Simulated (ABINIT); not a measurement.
Computed results, one entry a study.

### Beyond one shot: ZrSe3 (P2_1/m)

Symmetry: P2_1/m, No. 11, monoclinic system. The conventional cell has a = 5.411 Å, b = 3.749 Å, c = 9.444 Å, α = 90.00°, β = 97.48°, γ = 90.00°. Nearest to Zr lie 8 Se at 2.72 to 2.87 Å. Nearest to Se lie 4 Zr at 2.72 to 2.87 Å. Se has 1 Se at 2.34 Å and 2 Zr at 2.73 Å nearest. Nearest to Se lie 1 Se at 2.34 Å and 2 Zr at 2.74 Å. Farther neighbours, and contacts between anions beyond the nearest, are not listed.

| Quantity | Value |
| --- | --- |
| method | RPA screening on LDA from quasiparticle energies, plane waves, norm-conserving pseudopotentials (and 5 further levels or steps) |
| program | ABINIT 10.8.3 |
| settings | cutoff 48 Ha, PseudoDojo scalar-relativistic 0.4.1 stringent, norm-conserving, potential set dojo-sr-lda-0.4.1-stringent, ngkpt (2, 4, 1), nband 209, ecuteps 3.9 Ha, gwcalctyp 10, inclvkb 2, shiftk (0, 0, 0), symchi 1, awtr 1, frequency ppm, cycle 2, q points all but q = 0, 2×4×1 k-mesh |
| notes | The program’s warnings: nproc spkpt=  >= nkpt= * nsppol=. The cell and positions come from the Crystallography Open Database and are kept as given unless a step says otherwise. Limits: no spin-orbit coupling. The first cycle of evGW0 takes the full correction, without the factor Z, so it overshoots the one-shot value. The 2×4×1 mesh is coarse for this cell, which bears on the long-range parts of exchange and screening. |
| G0W0 | 0.787 eV |
| evGW0, cycle 1 | 0.919 eV |
| evGW0, cycle 2 | 0.849 eV |
| evGW0, cycle 3 | 0.857 eV |
| evGW, cycle 1 | 0.961 eV |
| evGW, cycle 2 | 0.965 eV |
| known limits | short of the basis limit; no spin-orbit coupling; coarse k mesh |

Only the bands that the input lists are updated; the higher empty ones keep the functional's energies. The evGW loop starts from the last levels of evGW0, so its cycles and time come on top of those.

[Paths, hosts, dates, memory and timing lines, banners, echoed tables and standing remarks are left out of the program output; an Ansatz launch command may be rebuilt from the run's recorded settings. Measured values are a selection of at most five: reports struck by readers or far from the other reports are left out. None is set beside runs whose start may be inverted or whose files or cutoffs have a known fault.]

[Runs of the session that timed out or met a known fault of the program may be left out.]

[Hosts, paths, dates, database ids (printed as entryN), source tags and the programs' standing remarks are cut or masked in the printed files.]

[G0W0 gaps are taken among the corrected bands and points alone; a level outside them can change the order at an edge.]

[Where Ansatz stands beside ABINIT at settings called matched, ABINIT's density can come from a denser mesh and the files from another edition; pairs whose starting gaps differed by over 0.03 eV were left out, so agreement reads better than it is.]
